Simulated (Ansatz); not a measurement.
## LiBe (Pm-3m): following an unstable mode

Aim: this structure of LiBe (Pm-3m) is to be tested for unstable modes, and one is followed downhill.

Method: DFT PBEsol, scalar-relativistic, plane waves, PAW; PAW set soft_1, in Ansatz 0.2.0.

**1. Set-up**

Symmetry: Pm-3m, No. 221, cubic system. Conventional cell: a = 2.802 Å, b = 2.802 Å, c = 2.802 Å, α = 90.00°, β = 90.00°, γ = 90.00°. Li has 8 Be at 2.43 Å nearest. Nearest to Be lie 8 Li at 2.43 Å. Farther neighbours are not listed.

As a file:

```cif
data_structure
_symmetry_space_group_name_H-M 'Pm-3m'
_symmetry_Int_Tables_number 221
_cell_length_a 2.8020
_cell_length_b 2.8020
_cell_length_c 2.8020
_cell_angle_alpha 90.000
_cell_angle_beta 90.000
_cell_angle_gamma 90.000
_cell_volume 22.00
loop_
_atom_site_label
_atom_site_type_symbol
_atom_site_symmetry_multiplicity
_atom_site_Wyckoff_symbol
_atom_site_fract_x
_atom_site_fract_y
_atom_site_fract_z
_atom_site_occupancy
Li1 Li 1 a 0.00000 0.00000 0.00000 1
Be1 Be 1 b 0.50000 0.50000 0.50000 1
```

**2. The dispersion**

The cell comes from relaxations at this level that are not shown. Stability and thermal properties need the whole zone. Linear response on a 4×4×4 q mesh gives force constants as far as a supercell of that size would.

File input.yaml:

```yaml
crystal:
  lattice:
    - [2.8019923598, 0.0, 0.0]
    - [0.0, 2.8019923598, 0.0]
    - [0.0, 0.0, 2.8019923598]
  atoms:
    - { symbol: Li, position: [0.0, 0.0, 0.0] }
    - { symbol: Be, position: [0.5, 0.5, 0.5] }
kpoints:
  mp_grid: { grid: [16, 16, 16] }
hamiltonian:
  xc: pbesol
  pseudopotentials: { kind: paw, azcp: { folder: soft_1 }, xc_functional: pbe }
scf:
  occupations: { method: methfessel_paxton, width: 0.2 }
output:
  eigenvalues: true
phonons:
  method: dfpt
  qmesh: [4, 4, 4]
  temperatures: { t_max: 1000, t_step: 50 }
  qpath:
    path:
      - [[0.0, 0.0, 0.0], [0.0, 0.5, 0.0], [0.5, 0.5, 0.0], [0.0, 0.0, 0.0], [0.5, 0.5, 0.5], [0.0, 0.5, 0.0]]
      - [[0.5, 0.5, 0.5], [0.5, 0.5, 0.0]]
    npoints: 10
```

Command:

```console
$ ansatz run input.yaml --threads 4 --pin off --max-ram 10240MiB --backend cpu --events-out ev --progress --plain --runs-dir out
```

Numbers of over 12 decimals in the logs are rounded to 6 here.

Log:

```text
Engine: ansatz 0.2.0, aarch64-unknown-linux-gnu
Pseudopotentials: kind: paw
Pseudopotential: Li, paw, valence charge 3, recommended cutoff 420 eV (normal), soft_1/Li.paw.azcp
Pseudopotential: Be, paw, valence charge 2, recommended cutoff 420 eV (normal), soft_1/Be.paw.azcp
Functional definition: PBEsol
  exchange = pbesol_x
  correlation = pbesol_c
Crystal: 2 atoms, lattice volume = 21.999 Å³
Basis set: ecut = 420 eV, 437 PW (Γ), exchange–correlation on 40×40×40 points (8 copies of the dense FFT grid, shifted against one another)
Bands: 7, of which v1, the nominal top of the filled ones, is band 3 counted from 1 (2 counted from 0)
Symmetry: 48 space group operations
k-points: 165 of 4096
Non-local potential: Li, projectors of the file, l = 0: 3, l = 1: 2, l = 2: 1
Non-local potential: Be, projectors of the file, l = 0: 2, l = 1: 2, l = 2: 1
PAW form: soft (Blöchl's): semilocal exchange-correlation on the pseudo side does not see the compensation charge
PAW frozen core: Be, regenerated for the run's functional, and the local potential with it (the file was generated under x = pbe(κ = 0.804, μ = 0.219515), c = pbe(β = 0.066725))
PAW one-centre angular grid: Li, 110 points (default); XC on 64 Gauss nodes
PAW one-centre angular grid: Be, 110 points (default); XC on 64 Gauss nodes
Initial density: superposition of atomic densities (chi_scale 0.1, normalization cell, long waves kept (reshape's long-wave potential 0.00 eV rms))
Initial wavefunctions: pseudopotential atomic-orbital guess
Functional: x = pbesol(κ = 0.804, μ = 0.123457), c = pbesol(β = 0.046)
SCF iter   1: F=—  HF=-292.635010 eV  |F-HF|=—  |Δ(HF+E_count)|=         —  Δρ=9.03e-3  dr2=1.70e-2  ethr=3.10e-3  ⟨swp⟩=5.3  Hψ=8856  notcnv=0
preconditioner: auto → none  [metal: Δε(μ)=0.104 eV  Ē_g=10.508 eV  σ=0.200 eV  W_gap=0.40  n_scr=0 (ndim 8)  ℏωp=13.7 eV  f_vac=0.000  D(μ)=0.32/eV (n_scr^D=0)]
SCF iter   2: F=—  HF=-292.608095 eV  |F-HF|=—  |Δ(HF+E_count)|=   2.69e-2  S|Δr|=    0.00e0  Δρ=4.13e-3  dr2=2.70e-3  ethr=3.39e-4  ⟨swp⟩=1.0  Hψ=2475  notcnv=0  defer=1
SCF iter   3: F=—  HF=-292.610431 eV  |F-HF|=—  |Δ(HF+E_count)|=   2.34e-3  S|Δr|=    0.00e0  Δρ=3.27e-4  dr2=1.30e-5  ethr=5.41e-5  ⟨swp⟩=2.0  Hψ=1507  notcnv=0  defer=2
SCF iter   4: F=—  HF=-292.610448 eV  |F-HF|=—  |Δ(HF+E_count)|=   1.70e-5  S|Δr|=    0.00e0  Δρ=2.71e-5  dr2=5.60e-8  ethr=2.60e-7  ⟨swp⟩=2.0  Hψ=1344  notcnv=0  defer=2
SCF iter   5: F=—  HF=-292.610448 eV  |F-HF|=—  |Δ(HF+E_count)|=   3.79e-7  S|Δr|=    0.00e0  Δρ=2.49e-6  dr2=5.39e-10  ethr=1.12e-9  ⟨swp⟩=2.7  Hψ=1479  notcnv=0  defer=2
SCF iter   6: F=-292.610448 eV  HF=-292.610448 eV  |F-HF|=1.19e-12  |Δ(HF+E_count)|=  9.32e-11  S|Δr|=    0.00e0  Δρ=1.18e-7  dr2=3.64e-12  ethr=1.00e-12  ⟨swp⟩=5.9  Hψ=3783  notcnv=0
the search or the solves at the SCF's close seem to have found levels that the self-consistency loop had missed (the run counts 1). By its estimate they hold under 1e-12 electrons; where the run keeps them, the occupations were computed again with them
SCF 1 converged in 6 iterations: F = -292.610448 eV  dr2 = 3.64e-12
  greatest PAW one-centre occupation: 1.000 electrons in one spin orbital (limit 2), on the Li atom at site 0 (counted from 0), in its partial waves of l = 0
phonons: the bands overlap, so this run is a metal and interpolates without the dipole-dipole term. If the crystal is really an insulator or semiconductor, its LO-TO splitting is missing
NSCF: frozen V_eff on 165 k-points
NSCF: frozen V_eff on 405 k-points
DFPT response loops at q = (0, 0, 0) (fractional): preconditioner auto → Kerker (q_TF=auto, 2.131 Å⁻¹) (partly filled bands, converged f_vac=0.000); β = 1.00, the filter's whole step (`scf.mixing.beta` (0.50) is not read by the response loops under this deck's `scf.mixing.preconditioner`; to damp them name `kerker` or `kerker_dos`, under which they read `scf.mixing.beta`, and type it under 1.00, their step now; both keys bind the ground state too); Broyden in place of MSR1
NSCF: frozen V_eff on 2592 k-points
DFPT response loops at q = (0, 0, 0.25) (fractional): mixed as the last ones told, above
NSCF: frozen V_eff on 1458 k-points
DFPT response loops at q = (0, 0, -0.5) (fractional): mixed as the last ones told, above
NSCF: frozen V_eff on 4608 k-points
DFPT response loops at q = (0, 0.25, 0.25) (fractional): mixed as the last ones told, above
NSCF: frozen V_eff on 2592 k-points
DFPT response loops at q = (0, 0.25, -0.5) (fractional): mixed as the last ones told, above
NSCF: frozen V_eff on 1458 k-points
DFPT response loops at q = (0, -0.5, -0.5) (fractional): mixed as the last ones told, above
NSCF: frozen V_eff on 4352 k-points
DFPT response loops at q = (0.25, 0.25, 0.25) (fractional): mixed as the last ones told, above
NSCF: frozen V_eff on 4608 k-points
DFPT response loops at q = (0.25, 0.25, -0.5) (fractional): mixed as the last ones told, above
NSCF: frozen V_eff on 2592 k-points
DFPT response loops at q = (0.25, -0.5, -0.5) (fractional): mixed as the last ones told, above
NSCF: frozen V_eff on 810 k-points
DFPT response loops at q = (-0.5, -0.5, -0.5) (fractional): mixed as the last ones told, above
SCF converged after 6 iterations
Stability not checked: this state was not tested for a lower state beside it, because cold or Methfessel-Paxton smearing, or corrected tetrahedra, fill the levels in a way that the test cannot read (fill_not_monotonic; see scf.lower_state_search)
Free energy (F): -292.610448 eV
Harris-Foulkes:  -292.610448 eV  (|F-HF|=1.19e-12)
Internal energy: -292.612762 eV  (E = F + TS)
E sigma→0 (E₀):  -292.611026 eV
Entropy (-TS):   0.002314 eV (1.157 meV/atom)
Fermi energy:    3.680903 eV
--- Per-component energies (eV) ---
  E_band       = -77.315521
  E_kinetic    = 34.993642
  E_local      = -123.321884  (includes V_loc(G=0)·N_el)
  E_nonlocal   = -14.967083
  E_hartree    = 37.339552
  E_xc         = -27.803688
  E_vxc        = -30.599380  (∫ρ·V_xc dr)
  E_paw        = -79.358805  (= ΣΔE_a)
  E_vpaw       = -18.100159  (= ΣTr[D̂ρ^β])
  E_aug_tail   = 0.000249  (compensation charges beyond the density's cutoff)
  E_ewald      = -119.504276
  E_core_change = 0.009531  (= ΣΔE_core)
  E_smearing   = 0.002314  (= −TS)
  E_closure    = -0.000000  (closes the sum)
  Σ components = -292.610448   (vs F -292.610448, Δ=0.00e0)
--- Band table (eV; the first three rows and the last of 165) ---
  k-point 0: bands = ["-40.3545", "-2.8311", "9.8987", "9.8987", "9.8987", "14.4339", "14.4339"]
  k-point 1: bands = ["-40.3537", "-2.7812", "9.2511", "9.9632", "9.9632", "14.5078", "15.1796"]
  k-point 2: bands = ["-40.3514", "-2.6313", "7.9412", "10.1556", "10.1556", "14.7292", "16.7466"]
  k-point 164: bands = ["-40.2944", "6.1080", "6.1080", "6.1080", "8.6632", "8.6632", "8.6632"]
--- Phonons (Γ-DFPT): 2 representative perturbations + reference (Σ response iterations 6) ---
  ASR residual: 6.996e-6 → 0.000e0 eV/Å²; symmetrization residual: 2.120e-7 eV/Å²
  ASR residual per site (eV/Å²): 7.00e-6 5.98e-7
  Γ frequencies (cm⁻¹): 0.00 0.00 0.00 560.32 560.32 560.32
--- Phonons (arbitrary-q DFPT): 10 irreducible q on the 4×4×4 mesh ---
  q = [0.0000, 0.0000, 0.0000] (star 1, of the zone-centre solve; hermiticity 9.37e-8, symmetrization 6.51e-13): -0.00 -0.00 -0.00 560.32 560.32 560.32
  q = [0.0000, 0.0000, 0.2500] (star 6, 4 solved perturbations in 4032 linear systems a pass and spin channel, the states on 1296 of 4096 k-point pairs; hermiticity 8.95e-8, symmetrization 8.72e-14): 174.48 229.25 229.25 489.35 523.95 523.95
  q = [0.0000, 0.0000, -0.5000] (star 3, 4 solved perturbations in 2268 linear systems a pass and spin channel, the states on 729 of 4096 k-point pairs; hermiticity 5.43e-9, symmetrization 2.70e-9): 159.35 394.64 394.64 431.69 431.69 447.15
  q = [0.0000, 0.2500, 0.2500] (star 12, 4 solved perturbations in 7056 linear systems a pass and spin channel, the states on 2304 of 4096 k-point pairs; hermiticity 6.44e-8, symmetrization 3.57e-15): -19.37 276.88 299.61 438.29 490.88 530.29
  q = [0.0000, 0.2500, -0.5000] (star 12, 6 solved perturbations on 1296 of 4096 k-point pairs; hermiticity 1.72e-8, symmetrization 4.24e-9): -2.68 171.89 406.94 412.02 493.66 519.38
  q = [0.0000, -0.5000, -0.5000] (star 3, 4 solved perturbations in 2268 linear systems a pass and spin channel, the states on 729 of 4096 k-point pairs; hermiticity 2.00e-8, symmetrization 2.73e-12): -91.56 -91.56 408.71 432.78 543.97 543.97
  q = [0.2500, 0.2500, 0.2500] (star 8, 2 solved perturbations on 2176 of 4096 k-point pairs; hermiticity 4.65e-8, symmetrization 1.81e-13): 210.19 210.19 257.17 449.75 508.19 508.19
  q = [0.2500, 0.2500, -0.5000] (star 12, 4 solved perturbations in 7056 linear systems a pass and spin channel, the states on 2304 of 4096 k-point pairs; hermiticity 1.19e-8, symmetrization 2.20e-9): 124.01 226.98 300.96 463.96 478.68 528.98
  q = [0.2500, -0.5000, -0.5000] (star 6, 4 solved perturbations in 4032 linear systems a pass and spin channel, the states on 1296 of 4096 k-point pairs; hermiticity 1.53e-8, symmetrization 6.33e-11): 179.39 179.39 320.79 448.11 527.23 527.23
  q = [-0.5000, -0.5000, -0.5000] (star 1, 2 solved perturbations on 405 of 4096 k-point pairs; hermiticity 1.02e-11, symmetrization 5.11e-12): 285.79 285.79 285.79 503.33 503.33 503.33
  sum rule: each row above includes the acoustic sum rule's correction from the zone centre's row sums; it moved no ω² by more than (0.52 cm⁻¹)²
  mesh force constants: q→R imaginary residual 2.76e-18; ASR residual 6.996e-6 → 0.000e0 eV/Å²; symmetrization residual 4.441e-15 eV/Å²
  interpolated dispersion: 62 rows × 6 modes
  density of states and harmonic sums: on the 24×24×24 q-mesh, interpolated from the force constants of a 4×4×4 supercell (no non-analytic term)
  largest difference from the sums on the solved wave vectors: F 8.22e-2 eV, S 1.13e-4 and C_V 3.12e-5 eV/K
  zero-point energy: 0.130483 eV/cell   skipped modes (ω ≤ 0): 89, of them read as no rigid motion or as one in doubt: 86 (1.610e-1 modes/cell left out, lowest -91.56 cm⁻¹)   left out of the sums: 2.69e-2 of the cell's modes: C_V's classical limit lies that fraction below 3 k_B per atom; for a crystal, a wire or a layer, F and S can be off by more, and a phonons.interpolated_qmesh denser along its periods is the remedy for the sampling
```

The job ended after 77 s (4 threads of Arm Neoverse V1, shared host; peak memory 1 GiB).

In the SCF lines HF is the Harris–Foulkes energy and dr2 the Hartree energy of the density residual, in eV; the loop may stop once dr2 is under the threshold and the program's other checks hold. Hψ counts applications of the Hamiltonian.

Numbers from this step:

| Property | Result |
| --- | --- |
| volume per atom | 11.00 Å³ |
| gap on the k-mesh | 0 eV |
| sum-rule residual before enforcement | 7.00e-6 eV/Å² |
| lowest frequency on the path | -91.56 cm⁻¹ |
| point group | m-3m |
| highest frequency on the path or at a solved wavevector | 560.3 cm⁻¹ |
| highest optical mode at the zone centre (no LO-TO term) | 560.3 cm⁻¹ |
| lowest optical zone-centre mode | 560.3 cm⁻¹ |
| lowest mode on the q mesh (acoustic modes at Γ apart) | -91.56 cm⁻¹ |

Frequencies (cm⁻¹) solved at each irreducible wavevector; negative means imaginary. Frequencies by wavevector, by row:

```csv
q in reciprocal lattice units,star,mode 1,mode 2,mode 3,mode 4,mode 5,mode 6
0 0 0,1,0,0,0,560.3,560.3,560.3
0 0 0.25,6,174.5,229.2,229.2,489.4,524,524
0 0 -0.5,3,159.3,394.6,394.6,431.7,431.7,447.1
0 0.25 0.25,12,-19.4,276.9,299.6,438.3,490.9,530.3
0 0.25 -0.5,12,-2.7,171.9,406.9,412,493.7,519.4
0 -0.5 -0.5,3,-91.6,-91.6,408.7,432.8,544,544
0.25 0.25 0.25,8,210.2,210.2,257.2,449.8,508.2,508.2
0.25 0.25 -0.5,12,124,227,301,464,478.7,529
0.25 -0.5 -0.5,6,179.4,179.4,320.8,448.1,527.2,527.2
-0.5 -0.5 -0.5,1,285.8,285.8,285.8,503.3,503.3,503.3
```

Interpolated from a 4×4×4 q mesh. Phonon branches along the path, in cm⁻¹:

```
    point  branch 1  branch 2  branch 3  branch 4  branch 5  branch 6
        Γ         0         0         0       560       560       560
  halfway       174       229       229       489       524       524
        X       159       395       395       432       432       447
  halfway        -3       172       407       412       494       519
        M       -92       -92       409       433       544       544
  halfway       -19       277       300       438       491       530
        Γ         0         0         0       560       560       560
  halfway       210       210       257       450       508       508
        R       286       286       286       503       503       503
  halfway       124       227       301       464       479       529
        X       159       395       395       432       432       447
jump to R       286       286       286       503       503       503
  halfway       179       179       321       448       527       527
        M       -92       -92       409       433       544       544
```

The phonon branches as a text plot (rows in cm⁻¹):

```
    547 |***         *****    *******                         ***
    520 |  ***     ***   ****** *   *****       *******    ***
    492 |   * *   *       *  * *         ***********   *  **
    465 |    **  ***       **            **        **** *   *
    438 |      ***    *****  **      ** *            *****   *  *
    411 |         ********             *                      ***
    384 |      ***        *                            ***    *
    357 |                                             * *
    329 |                  **                        * *     *
    302 |     *              **      ***            *       *
    275 |    *    *          *               *******  *   **
    248 |                     **        *  **    **  *     *
    221 |   *      *       **       *   ****      ***       *
    194 |    **                *       *
    166 |   *  ***              *                  *     *   *
    139 |  *                    *    **                 *
    112 |  *      * *     *        **               *  *
     85 | *        *             *                   **       *
     58 |*                    **** *
     31 |            *           *
      3 |                         *
    -24 |                *   *                                 *
    -51 |           *      **
    -78 |            ******                                     *
         Γ      X      M          Γ            R        X|R     M
```

Symmetry leaves 10 wavevectors to solve. The lowest mode among them, the acoustic zeros apart, lies at q = (0, -0.5, -0.5) and is imaginary, 91.6i cm⁻¹, so the energy falls along it.

**3. The mode frozen in, largest atomic shift 0 Å**

The mode followed lies at q = (0, -0.5, -0.5) with frequency 91.6i cm⁻¹ and is 2-fold degenerate, the softest among the wavevectors solved. At small amplitude the distorted cell has space group no. 65 by a symmetry search on the positions. The undistorted cell that holds it gives the zero of energy on the same k mesh.

System of this step: LiBe. It takes space group Pm-3m (No. 221, cubic). The conventional cell has a = 2.802 Å, b = 2.802 Å, c = 2.802 Å, α = 90.00°, β = 90.00°, γ = 90.00°. Nearest to Li lie 8 Be at 2.43 Å. Nearest to Be lie 8 Li at 2.43 Å. Farther neighbours are not listed.

input.yaml, the sections that differ from step 2:

```yaml
crystal:
  lattice:
    - [-2.8019923598, 0.0, 0.0]
    - [0.0, -2.8019923598, -2.8019923598]
    - [0.0, -2.8019923598, 2.8019923598]
  atoms:
    - { symbol: Li, position: [0.0, 0.5, 0.5] }
    - { symbol: Li, position: [0.0, 1.0, 1.0] }
    - { symbol: Be, position: [0.5, 0.0, 0.5] }
    - { symbol: Be, position: [0.5, 0.5, 0.0] }
kpoints:
  mp_grid: { grid: [16, 10, 10] }
output:
  forces: true
  stress: true
  eigenvalues: true
# hamiltonian, scf: as in step 2
# phonons: removed
```

Log:

```text
[...]
Crystal: 4 atoms, lattice volume = 43.998 Å³
Basis set: ecut = 420 eV, 865 PW (Γ), exchange–correlation on 40×54×54 points (8 copies of the dense FFT grid, shifted against one another)
Bands: 9, of which v1, the nominal top of the filled ones, is band 5 counted from 1 (4 counted from 0)
Symmetry: 32 space group operations
[...]
k-points: 189 of 1600
[...]
Internal energy: -585.209773 eV  (E = F + TS)
E sigma→0 (E₀):  -585.210866 eV
Entropy (-TS):   -0.001458 eV (-0.365 meV/atom)
Fermi energy:    3.651393 eV
[...]
--- Stress (GPa, compression-positive) ---
       -0.247294       0.000000      -0.000000
        0.000000       0.238586       0.000000
       -0.000000      -0.000000       0.238586
  P = ⅓ Tr σ = 0.0766 GPa (0.766 kbar)
--- Band table (eV; the first three rows and the last of 189) ---
[...]
[key lines of the parts left out:]
SCF converged after 6 iterations
Free energy (F): -585.211231 eV
```

Elapsed: 1.7 s, on 4 threads; peak memory 0.36 GiB; 6.3 s of CPU time.

Numbers from this step:

| Property | Result |
| --- | --- |
| pressure | 0.07663 GPa |
| energy from the undistorted cell | 0 meV/atom |

The run ends at a pressure of 0.08 GPa.

**4. The mode frozen in, largest atomic shift 0.14 Å**

The atoms are moved along the unstable eigenvector, the largest shift by 0.14 Å, with the cell fixed.

input.yaml, the sections that differ from step 3:

```yaml
crystal:
  lattice:
    - [-2.8019923598, 0.0, 0.0]
    - [0.0, -2.8019923598, -2.8019923598]
    - [0.0, -2.8019923598, 2.8019923598]
  atoms:
    - { symbol: Li, position: [0.0, 0.4848326813, 0.5151673187] }
    - { symbol: Li, position: [0.0, 1.0151673187, 0.9848326813] }
    - { symbol: Be, position: [0.5, -0.0249822237, 0.4750177763] }
    - { symbol: Be, position: [0.5, 0.5249822237, 0.0249822237] }
output:
  forces: true
  stress: true
  eigenvalues: true
  write_density: true
  write_potential: true
  elf: true
  volumetric_format: npy
# kpoints, hamiltonian, scf: as in step 3
```

Log:

```text
[...]
Crystal: 4 atoms, lattice volume = 43.998 Å³
Basis set: ecut = 420 eV, 865 PW (Γ), exchange–correlation on 40×54×54 points (8 copies of the dense FFT grid, shifted against one another)
Bands: 9, of which v1, the nominal top of the filled ones, is band 5 counted from 1 (4 counted from 0)
Symmetry: 8 space group operations
[...]
k-points: 279 of 1600
[...]
atom   3  Be     0.00000000     0.00625292     0.00000000
  atom   4  Be     0.00000000    -0.00625292     0.00000000
  max |Σ_I F_I| component: 0.00e0 eV/Å
--- Stress (GPa, compression-positive) ---
       -0.465940       0.000000       0.000000
        0.000000       1.029284       0.000000
        0.000000       0.000000       0.449469
  P = ⅓ Tr σ = 0.3376 GPa (3.376 kbar)
--- Band table (eV; the first three rows and the last of 279) ---
[...]
[key lines of the parts left out:]
SCF converged after 7 iterations
Free energy (F): -585.217042 eV
Fermi energy:    3.658086 eV
```

The job ended after 2.5 s (4 threads; peak memory 0.4 GiB).

Numbers from this step:

```
pressure                         : 0.3376 GPa
energy from the undistorted cell : -1.499 meV/atom
```

The energy, extrapolated to zero smearing, is -1.50 meV/atom against the undistorted cell.

The run ends at a pressure of 0.34 GPa, with forces up to 0.014 eV/Å.

(Continued in part 2 of 2.)

[Logs are printed without paths, hosts, clocks, repeated set-up lines and the standing remarks that a program may print on its own settings, such as how far it seeks lower states.]

[Hosts, paths, dates, database ids (printed as entryN), source tags and the programs' standing remarks are cut or masked in the printed files.]
